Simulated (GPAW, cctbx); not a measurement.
## What do these deviations say about the bonding?

K2RbTlI6, Fm-3m (no. 225), a = 12.9529 Å, b = 12.9529 Å, c = 12.9529 Å, α = 90.00°, β = 90.00°, γ = 90.00°.

| atom | mult. | x | y | z |
| --- | --- | --- | --- | --- |
| Tl1 | 4 | 0 | 0 | 0 |
| I1 | 24 | 0 | 0 | 0.7680 |
| Rb1 | 4 | 1/2 | 0 | 0 |
| K1 | 8 | 1/4 | 3/4 | 3/4 |

The start was made by putting kin elements into a known structure type; the compound need not exist, or be stable, in this form.

Absolute values of the static structure factors of the conventional cell from DFT (PBE, GPAW) against free spherical atoms, in electrons:

| hkl | d (Å) | free atoms | crystal |
| --- | --- | --- | --- |
| 111 | 7.478 | 312.80 | 312.80 |
| 020 | 6.476 | 727.94 | 729.74 |
| 022 | 4.580 | 201.70 | 199.06 |
| 131 | 3.905 | 127.24 | 126.61 |
| 222 | 3.739 | 795.46 | 798.05 |
| 040 | 3.238 | 1590.52 | 1591.72 |
| 133 | 2.972 | 34.61 | 35.12 |
| 042 | 2.896 | 617.06 | 616.96 |
| 242 | 2.644 | 149.01 | 149.95 |
| 333 | 2.493 | 180.84 | 181.21 |

**Question.** Which way does charge move, and which reflections show it best?

Project each element's phase sum on the total phase. |F| rises if density moves to atoms that scatter in phase and falls if it moves to atoms that scatter against it; the rule is for low angles, since changes of shape take over beyond. Where all elements are in phase the terms compete, and the compactness of the donor's and the acceptor's density matters too.

| hkl | Tl in phase | I in phase | Rb in phase | K in phase | change (e) | (%) |
| --- | --- | --- | --- | --- | --- | --- |
| 111 | +4.0 | +2.7 | -4.0 | 0.0 | -0.01 | 0.0 |
| 020 | +4.0 | +8.2 | +4.0 | -8.0 | +1.81 | +0.2 |
| 022 | +4.0 | -7.6 | +4.0 | +8.0 | -2.64 | -1.3 |
| 131 | +4.0 | -0.9 | -4.0 | 0.0 | -0.63 | -0.5 |
| 222 | -4.0 | +23.4 | -4.0 | +8.0 | +2.59 | +0.3 |
| 040 | +4.0 | +23.2 | +4.0 | +8.0 | +1.20 | +0.1 |
| 133 | -4.0 | +4.4 | +4.0 | 0.0 | +0.51 | +1.5 |
| 042 | +4.0 | +7.4 | +4.0 | -8.0 | -0.10 | 0.0 |

Low-angle reflections that set elements apart and change by more than 0.05 e: 020, 022, 131, 222, 133 and 042 (111 hardly moves and tells little). The signs fit a gain of density on I and a loss on Tl, Rb and K, apart from 042. The best witness is 133, +1.5 %, where I enters with +4.4. The real-space density agrees: Voronoi charges Tl +0.29, I -0.22, Rb +0.15, K +0.44 e. The shortest bond, Tl–I, has Δρ = +0.04 e/Å³ at its midpoint.
